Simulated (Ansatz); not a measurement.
# Mg on Mo(110): change of the work function, part 5 of 6

Aim: the work function of Mo(110) at several coverages of Mg (hollow site), and the dipole that each adsorbate carries.

Ansatz 0.2.0; plane-wave DFT, PBE, Ansatz PAW.

So far, work function, upper face (eV): step 2 (the clean slab) 4.60; step 5 (the covered slab, k-mesh 6×6×1, coverage 0.5 ML) 3.23; step 6 (the covered slab, k-mesh 12×12×1, coverage 1 ML) 4.03; step 8 (the slab at 0.25 ML, atoms frozen) 3.05; step 9 (the substrate of the 0.25 ML cell alone) 4.64.

### Step 10. The adsorbate layer of the 0.25 ML cell alone

System of this step: Mg/Mo(110), adsorbate layer alone, atoms held. The cell holds 1 atom: 1 Mg. Cell: a = 5.456 Å, b = 5.456 Å, c = 27.325 Å, α = 90.0°, β = 90.0°, γ = 70.5°. Vacuum lies along c.

The third part; a free layer of atoms may carry a moment, so spin is on.

File input.yaml:

```yaml
crystal:
  lattice:
    - [4.4547727214, -3.15, 0.0]
    - [4.4547727214, 3.15, 0.0]
    - [0.0, 0.0, 27.3250875724]
  atoms:
    - { symbol: Mg, position: [0.4998795292, 0.4998795292, 0.6551838044], spin: 1.0 }
magnetization:
  spin_polarized: true
kpoints:
  mp_grid: { grid: [6, 6, 1] }
hamiltonian:
  xc: pbe
scf:
  occupations: { method: fermi_dirac, width: 0.1 }
  convergence: { dr2_threshold: 1.0e-08 }
efield:
  axis: 3
  dipole_correction: true
  ramp_position: 0.97
  ramp_width: 0.06
output:
  write_potential: true
  write_density: true
  volumetric_format: npy
```

Command:

```bash
$ ansatz run input.yaml --threads 4 --pin off --max-ram 12288MiB --backend cpu --events-out ev --progress --plain --runs-dir out
```

Numbers of over 12 decimals in the logs are rounded to 6 here.

What it wrote:

```text
[...]
Crystal: 1 atoms, lattice volume = 766.880 Å³
Basis set: ecut = 420 eV, 14995 PW (Γ)
Bands: 10, of which v1, the nominal top of the filled ones, is band 5 counted from 1 (4 counted from 0)
Symmetry: 4 space group operations
k-points: 13 of 36
[...]
Starting moments: Σ|m| = 1 μB on 1 of 1 site
[...]
SCF iter   1: F=—  HF=-1921.965380 eV  |F-HF|=—  |Δ(HF+E_count)|=         —  Δρ=1.71e-2 (↑1.71e-2 ↓1.70e-2)  dr2=9.05e-4  dr2_m=2.04e0  M=0.000 μB ∫|m|=0.039 μB  β_m=0.30  ethr=9.14e-6  p=-0.000 e·Å  D=-9.70e-8 V/Å  ΔV_dip=0.00 eV  dr2_dipole=1.27e-13  V_vac-E_F(+/−)=3.26/3.26 eV  ⟨swp⟩=2.3  Hψ=2932  notcnv=0
[...]
spin=Collinear: Resta preconditioning applied to the charge; magnetization (m = ρ↑ − ρ↓) channel mixes plain (no charge-response kernel on spin).
SCF iter   2: F=—  HF=-1922.154586 eV  |F-HF|=—  |Δ(HF+E_count)|=   1.89e-1  Δρ=1.21e-2 (↑1.21e-2 ↓1.20e-2)  dr2=4.15e-4  dr2_m=1.02e0  M=0.000 μB ∫|m|=0.028 μB  β_m=0.30  ethr=9.05e-6  p=-0.000 e·Å  D=-2.48e-8 V/Å  ΔV_dip=0.00 eV  dr2_dipole=1.49e-12  V_vac-E_F(+/−)=3.28/3.28 eV  ⟨swp⟩=2.0  Hψ=396  notcnv=0  κ⁻¹=1.0e0(r=1)
[...]
SCF iter   6: F=—  HF=-1922.331761 eV  |F-HF|=—  |Δ(HF+E_count)|=   1.18e-2  Δρ=3.02e-3 (↑3.02e-3 ↓3.02e-3)  dr2=3.29e-8  dr2_m=6.40e-2  M=0.000 μB ∫|m|=0.008 μB  β_m=0.30  ethr=2.75e-9  p=0.000 e·Å  D=7.60e-7 V/Å  ΔV_dip=-0.00 eV  dr2_dipole=1.59e-13  V_vac-E_F(+/−)=3.31/3.31 eV  ⟨swp⟩=3.1  Hψ=501  notcnv=0
[...]
spin-set hold released at iteration 6 (site moments contracting): the magnetisation degrees of freedom join the quasi-Newton model from the next iteration; the mixer history was flushed
SCF iter   7: F=—  HF=-1922.337689 eV  |F-HF|=—  |Δ(HF+E_count)|=   5.93e-3  Δρ=2.14e-3 (↑2.14e-3 ↓2.14e-3)  dr2=1.78e-8  dr2_m=3.21e-2  M=0.000 μB ∫|m|=0.006 μB  β_m=0.65  ethr=1.00e-10  p=0.000 e·Å  D=6.90e-7 V/Å  ΔV_dip=-0.00 eV  dr2_dipole=7.74e-16  V_vac-E_F(+/−)=3.31/3.31 eV  ⟨swp⟩=11.0  Hψ=1711  notcnv=0
density mixer auto → msr1: gapped (density of states about μ 0.07 of a free-electron gas's, 30 screened modes)
SCF iter   8: F=—  HF=-1922.343669 eV  |F-HF|=—  |Δ(HF+E_count)|=   5.98e-3  Δρ=1.23e-5 (↑1.23e-5 ↓1.23e-5)  dr2=2.27e-9  dr2_m=1.06e-6  M=-0.000 μB ∫|m|=0.000 μB  β_m=0.82  ethr=1.00e-10  p=0.000 e·Å  D=8.56e-7 V/Å  ΔV_dip=-0.00 eV  dr2_dipole=4.65e-13  V_vac-E_F(+/−)=3.31/3.31 eV  ⟨swp⟩=11.1  Hψ=1800  notcnv=0
[...]
SCF iter  11: F=-1922.343672 eV  HF=-1922.343672 eV  |F-HF|=6.66e-11  |Δ(HF+E_count)|=  2.89e-10  Δρ=3.52e-8 (↑3.52e-8 ↓3.46e-8)  dr2=9.62e-12  dr2_m=8.06e-12  M=-0.000 μB ∫|m|=0.000 μB  ethr=2.49e-12  p=0.000 e·Å  D=4.76e-7 V/Å  ΔV_dip=-0.00 eV  dr2_dipole=1.00e-12  V_vac-E_F(+/−)=3.31/3.31 eV  ⟨swp⟩=1.0  Hψ=754  notcnv=0
SCF 1 converged in 11 iterations: F = -1922.343672 eV  dr2 = 9.62e-12
[...]
WARN: the starting moments were not kept: the SCF closed with an absolute magnetisation of 4.7e-6 μB, where they sum to 1 μB in size (1 site). That is at most 0.1 of that sum. Measured as dr2_m measures the in/out step, that magnetisation stands 1.1e-12 eV from none, at or under the dr2_threshold of 1.0e-8 eV: it is no larger than a step whose dr2_m would equal this threshold. The system may hold no moment; this SCF  [...]
[...]
SCF converged after 11 iterations
Magnetization: -0.0000 μB (5.0000 up, 5.0000 down)
Absolute magnetization: 0.0000 μB (∫|ρ↑−ρ↓|, with the PAW one-centre terms)
[...]
Per-site moments (μB) at R_I (Å): [(4.0006144748404656e-7, 2.250584)]
Free energy (F): -1922.343672 eV
[...]
Internal energy: -1922.343659 eV  (E = F + TS)
E sigma→0 (E₀):  -1922.343665 eV
Entropy (-TS):   -0.000012 eV (-0.012 meV/atom)
Fermi energy:    -2.995344 eV
Dipole field:    D = 0.000001 V/Å  (p = 0.000005 e·Å, saw-weighted, corrected)
Work function:   Φ+ = 3.3112 eV   Φ− = 3.3113 eV
[...]
--- Band table (eV; the first three rows and the last of 26) ---
[...]
```

It took 7.6 s on 4 threads of Arm Neoverse V2, shared host; peak memory 0.91 GiB.

This step gave:

```yaml
dipole_along_the_normal: 4.93e-6 e·Å
```

At this spacing and smearing the free layer keeps no moment.

### Step 11. Density difference at 0.25 ML

This step: plane-wave DFT, PBE, Ansatz PAW; density difference on adsorption (Ansatz 0.2.0).

The densities of the parts are taken from that of the whole and averaged over planes; the first moment of what is left gives the step in the potential.

This step gave:

```
largest charge moved                 : 0.007082 e/Å²
potential step from the moved charge : -1.518 eV
```

The electron density difference oscillates, so the rows of the table below give means over windows of 1 Å about each position, cut where the curve ends. Its maxima inside the range that stand out by 2 % of the span (Å: e/Å³): 8.4: 5.6e-4, 10.8: 1.9e-4, 11.7: 2.8e-4, 13.1: 0.00104, 13.9: 2.7e-4, 15.7: 3.8e-4, 16.9: 0.0124. Its minima: 10.4: -2.5e-4, 11.2: -2.9e-4, 12.4: -5.2e-4, 13.5: -5.1e-4, 15.4: -0.00299, 16.1: -0.00770, 18.8: -0.00559.

Planar mean, whole system less its parts. Table of electron density difference by z; means over each step:

z (Å), electron density difference (e/Å³) and a bar from the least value:
```
        4     0.0000 #########
        5     0.0000 #########
        6     0.0000 #########
        7    -0.0002 #########
        8     0.0002 ##########
        9     0.0001 ##########
       10    -0.0001 #########
       11     0.0000 #########
       12    -0.0001 #########
       13     0.0003 ##########
       14     0.0000 #########
       15    -0.0011 #######
       16    -0.0025 ####
       17     0.0098 ##############################
       18    -0.0006 ########
       19    -0.0045 
       20    -0.0010 #######
       21    -0.0001 #########
       22     0.0000 #########
       23     0.0000 #########
       24     0.0000 #########
```

Planar mean, whole system less its parts. Electrons moved below z against z:

z (Å), electrons moved below z (e/Å²) and a bar from the least value:
```
        4    0.00000 ########
        5    0.00000 ########
        6   -0.00002 ########
        7   -0.00013 ########
        8   -0.00025 #######
        9    0.00000 ########
       10    0.00001 ########
       11   -0.00005 ########
       12   -0.00007 ########
       13   -0.00006 ########
       14    0.00003 ########
       15   -0.00003 ########
       16   -0.00258 
       17    0.00239 ################
       18    0.00696 ##############################
       19    0.00256 ################
       20    0.00027 #########
       21    0.00001 ########
       22    0.00000 ########
       23    0.00000 ########
```

### Step 12. A changed input: crystal.symmetry = {"detect": false}

This step: plane-wave DFT, PBE, Ansatz PAW (Ansatz 0.2.0).

System of this step: Mg/Mo(110). The cell holds 5 atoms: 4 Mo and 1 Mg. Cell: a = 2.728 Å, b = 2.728 Å, c = 27.325 Å, α = 90.0°, β = 90.0°, γ = 70.5°. Vacuum lies along c.

A run with a changed input: it repeats the earlier run at 1 ML with crystal.symmetry to detect: false.

input.yaml, the sections that differ from step 10:

```yaml
crystal:
  lattice:
    - [2.2273863607, -1.575, 0.0]
    - [2.2273863607, 1.575, 0.0]
    - [0.0, 0.0, 27.3250875724]
  atoms:
    - { symbol: Mo, position: [0.0, 0.0, 0.3293676544] }
    - { symbol: Mo, position: [0.5, 0.5, 0.4108819901] }
    - { symbol: Mo, position: [0.0, 0.0, 0.4932099882] }
    - { symbol: Mo, position: [0.5, 0.5, 0.5717514282] }
    - { symbol: Mg, position: [0.84, 0.84, 0.6706323456] }
  symmetry: { detect: false }
kpoints:
  mp_grid: { grid: [12, 12, 1] }
relax:
  f_tol: 0.02
  max_steps: 60
  constraints: [{ sites: [0, 1] }]
output:
  bader: true
  write_potential: true
  write_density: true
  volumetric_format: npy
# hamiltonian, scf, efield: as in step 10
# magnetization: removed
```

What it wrote:

```text
the start keeps a symmetry that the run doesn't impose, so 3 atoms are moved at random by 1.00e-2 Å, to let the relaxation leave a saddle point. relax.escape_saddle: false keeps them in place
[...]
Crystal: 5 atoms, lattice volume = 191.720 Å³
Basis set: ecut = 420 eV, 3805 PW (Γ), exchange–correlation on 40×40×384 points (8 copies of the dense FFT grid, shifted against one another)
Bands: 40, of which v1, the nominal top of the filled ones, is band 33 counted from 1 (32 counted from 0)
Symmetry: 1 space group operations
k-points: 74 of 144 (time reversal used)
[...]
SCF iter   1: F=—  HF=-21745.860567 eV  |F-HF|=—  |Δ(HF+E_count)|=         —  Δρ=8.23e-3  dr2=6.40e0  ethr=1.77e-3  p=0.050 e·Å  D=4.71e-2 V/Å  ΔV_dip=-1.29 eV  dr2_dipole=3.78e0  V_vac-E_F(+/−)=3.75/5.03 eV  ⟨swp⟩=9.5  Hψ=31789  notcnv=0  defer=32
[...]
SCF iter   9: F=-21745.763400 eV  HF=-21745.763400 eV  |F-HF|=3.20e-9  |Δ(HF+E_count)|=   1.08e-8  Δρ=5.23e-7  dr2=9.86e-10  ethr=1.52e-11  p=0.025 e·Å  D=2.32e-2 V/Å  ΔV_dip=-0.64 eV  dr2_dipole=4.38e-13  V_vac-E_F(+/−)=4.02/4.65 eV  ⟨swp⟩=9.2  Hψ=19606  notcnv=0
SCF 1 converged in 9 iterations: F = -21745.763400 eV  dr2 = 9.86e-10
[...]
relax step   1: F+E_penalty+E_count = -21745.76339955 eV  Δ(F+E_penalty+E_count) = +0.000e0 eV  max|allowed force component| = 7.500e-1 eV/Å  Δτ_max = 0.0000 Å  (9 SCF iters, accepted)
Bands: 47, of which v1, the nominal top of the filled ones, is band 33 counted from 1 (32 counted from 0)
[...]
SCF iter   9: F=-21745.848609 eV  HF=-21745.848609 eV  |F-HF|=3.43e-9  |Δ(HF+E_count)|=   3.58e-8  Δρ=1.04e-6  dr2=3.34e-9  ethr=1.52e-11  p=0.023 e·Å  D=2.15e-2 V/Å  ΔV_dip=-0.59 eV  dr2_dipole=2.45e-11  V_vac-E_F(+/−)=4.06/4.65 eV  ⟨swp⟩=10.1  Hψ=21589  notcnv=0
SCF 2 converged in 9 iterations: F = -21745.848609 eV  dr2 = 3.34e-9
relax step   2: F+E_penalty+E_count = -21745.84860860 eV  Δ(F+E_penalty+E_count) = -8.521e-2 eV  max|allowed force component| = 4.936e-1 eV/Å  Δτ_max = 0.1949 Å  (9 SCF iters, accepted)
[...]
SCF iter   8: F=-21745.896723 eV  HF=-21745.896723 eV  |F-HF|=6.25e-9  |Δ(HF+E_count)|=   7.93e-8  Δρ=1.28e-6  dr2=4.76e-9  ethr=1.52e-11  p=0.024 e·Å  D=2.26e-2 V/Å  ΔV_dip=-0.62 eV  dr2_dipole=1.68e-12  V_vac-E_F(+/−)=4.04/4.66 eV  ⟨swp⟩=10.7  Hψ=22513  notcnv=0
SCF 3 converged in 8 iterations: F = -21745.896723 eV  dr2 = 4.76e-9
relax step   3: F+E_penalty+E_count = -21745.89672340 eV  Δ(F+E_penalty+E_count) = -4.811e-2 eV  max|allowed force component| = 1.523e-1 eV/Å  Δτ_max = 0.1943 Å  (8 SCF iters, accepted)
[...]
relax step   4: F+E_penalty+E_count = -21745.91773343 eV  Δ(F+E_penalty+E_count) = -2.101e-2 eV  max|allowed force component| = 6.651e-2 eV/Å  Δτ_max = 0.2000 Å  (8 SCF iters, accepted)
[...]
relax step   5: F+E_penalty+E_count = -21745.92492738 eV  Δ(F+E_penalty+E_count) = -7.194e-3 eV  max|allowed force component| = 3.622e-2 eV/Å  Δτ_max = 0.2000 Å  (8 SCF iters, accepted)
SCF iter   1: F=—  HF=-21745.925455 eV  |F-HF|=—  |Δ(HF+E_count)|=         —  Δρ=1.34e-3  dr2=2.12e-3  ethr=9.51e-6  p=0.024 e·Å  D=2.31e-2 V/Å  ΔV_dip=-0.63 eV  dr2_dipole=4.59e-5  V_vac-E_F(+/−)=4.03/4.66 eV  ⟨swp⟩=5.0  Hψ=10157  notcnv=0  defer=84
[...]
SCF iter   6: F=-21745.925304 eV  HF=-21745.925304 eV  |F-HF|=2.18e-8  |Δ(HF+E_count)|=   1.47e-9  Δρ=1.64e-6  dr2=4.15e-9  ethr=1.52e-11  p=0.024 e·Å  D=2.31e-2 V/Å  ΔV_dip=-0.63 eV  dr2_dipole=1.34e-10  V_vac-E_F(+/−)=4.03/4.66 eV  ⟨swp⟩=9.0  Hψ=25085  notcnv=0
SCF 6 converged in 6 iterations: F = -21745.925304 eV  dr2 = 4.15e-9
relax step   6: F+E_penalty+E_count = -21745.92530417 eV  Δ(F+E_penalty+E_count) = -3.768e-4 eV  max|allowed force component| = 1.099e-2 eV/Å  Δτ_max = 0.0271 Å  (6 SCF iters, accepted)
[...]
WARN: The input density's exchange-correlation potential varies sharply where the density is thin. Do not read a vacuum level from v_tot or v_xc, or from such a field of the output density. On a cell that repeats whose density bears no net charge and no dipole along the vacuum's axis use v_es (v_loc + v_h of the components); under efield.dipole_correction with no amplitude use v_es + v_field, which holds any external [...]
WARN: the relaxation ended near the 2 symmetry operations of its rattled start. A stable structure does so, and so can a saddle point along a move or strain that wasn't checked. `relax.random_displacement` or `relax.escape_saddle: true` tries the moves, and a distorted `crystal.lattice` a strain
SCF converged after 6 iterations
Free energy (F): -21745.925304 eV
[...]
Internal energy: -21745.816262 eV  (E = F + TS)
E sigma→0 (E₀):  -21745.870783 eV
Entropy (-TS):   -0.109043 eV (-21.809 meV/atom)
Fermi energy:    5.133163 eV
Dipole field:    D = 0.023068 V/Å  (p = 0.024441 e·Å, saw-weighted, corrected)
Work function:   Φ+ = 4.0320 eV   Φ− = 4.6624 eV
[...]
--- Forces (eV/Å), atoms counted from 1 ---
  atom   1  Mo    -0.00013620    -0.00002917     0.50220738
  atom   2  Mo    -0.00952181     0.00000208    -0.50020571
  atom   3  Mo     0.00286778     0.00054821     0.00417152
  atom   4  Mo     0.01005963    -0.00050155    -0.01098725
  atom   5  Mg    -0.00326247    -0.00001958     0.00480545
  max |Σ_I F_I| component: 8.61e-6 eV/Å
--- Band table (eV; the first three rows and the last of 74) ---
  k-point 0: bands = [... 29 lower, 3.6546, 3.7736, 3.7983, 4.2586, 4.8663, 5.5727, 6.0393, 6.3461, ... 10 higher]
  k-point 1: bands = [... 29 lower, 3.5392, 3.6340, 3.9252, 4.4044, 4.5948, 5.4970, 5.7794, 6.2050, ... 10 higher]
  k-point 2: bands = [... 29 lower, 3.3585, 3.5117, 4.0054, 4.3315, 4.6817, 4.9788, 6.0833, 6.1456, ... 10 higher]
  k-point 73: bands = [... 29 lower, 4.9696, 5.2289, 5.8011, 5.9942, 6.2288, 6.7117, 7.6313, 7.9451, ... 10 higher]
--- Relaxed structure (6 steps of the walk, 6 accepted, 0 SCFs on fresh bases) ---
  F+E_penalty+E_count = -21745.92530417 eV   max|allowed force component| = 1.099e-2 eV/Å
  atoms:
    - { symbol: Mo, position: [0.0, 0.0, 0.329368] }
    - { symbol: Mo, position: [0.5, 0.5, 0.410882] }
    - { symbol: Mo, position: [-0.000695068, -0.000695286, 0.492922] }
    - { symbol: Mo, position: [0.498680, 0.498877, 0.573476] }
    - { symbol: Mg, position: [1.000944, 1.001168, 0.662133] }
--- Bader charges: 5 sites ---
  site symbol  charge [e]  shift [e]
     0     Mo     -0.0535     0.0000
     1     Mo      0.0391     0.0000
     2     Mo      0.0303     0.0000
     3     Mo     -1.0875     0.0000
     4     Mg      1.0716     0.0081
  estimated error of the sums over rays = 4.9e-4 e
```

Wall time 82 s (4 threads); peak memory 0.82 GiB; 5.4 min of CPU time.

The steps of the relaxation:

```tsv
step	energy less that of the first step (eV)	largest force component (eV/Å)
1	0.0000	0.7500
2	-0.0852	0.4936
3	-0.1333	0.1523
4	-0.1543	0.0665
5	-0.1615	0.0362
6	-0.1619	0.0110
```

The atoms that moved most (Å):

```tsv
atom	dx	dy	dz	length
Mg5	0.717	0.000	-0.232	0.754
Mo4	-0.005	0.000	0.047	0.047
Mo3	-0.003	0.000	-0.008	0.008
```

Final coordinates:

```
Mo Mg
1.0
     2.22739   -1.57500    0.00000
     2.22739    1.57500    0.00000
     0.00000    0.00000   27.32509
Mo Mg
4 1
Cartesian
  0.0000 0.0000 9.0000
  2.2274 0.0000 11.2274
  -0.0031 0.0000 13.4691
  2.2219 0.0003 15.6703
  4.4595 0.0004 18.0928
```

Numbers from this step:

```yaml
energy_at_zero_smearing: -21745.8708 eV
work_function_upper_face: 4.032 eV
work_function_lower_face: 4.662 eV
dipole_along_the_normal: 0.02444 e·Å
step_between_the_vacuum_levels: -0.6303 eV
```

```tsv
quantity	this run	earlier run	difference
work function, upper face (eV)	4.032	4.032	1.5e-4
work function, lower face (eV)	4.662	4.662	-9.7e-5
dipole along the normal (e·Å)	0.02444	0.02445	-9.4e-6
```

Nothing in the table moves by 0.01 in its unit (for the dipole 0.5 % and 5e-5 e·Å).

(Continued in part 6 of 6.)

[Logs are printed without paths, hosts, clocks, repeated set-up lines and the standing remarks that a program may print on its own settings, such as how far it seeks lower states.]

[Hosts, paths, dates, database ids (printed as entryN), source tags and the programs' standing remarks are cut or masked in the printed files.]

[Maps of the electrostatic potential energy from Ansatz leave out the sawtooth potential of an applied field or a dipole correction, so their vacuum need not be flat; planar profiles and work functions include it.]
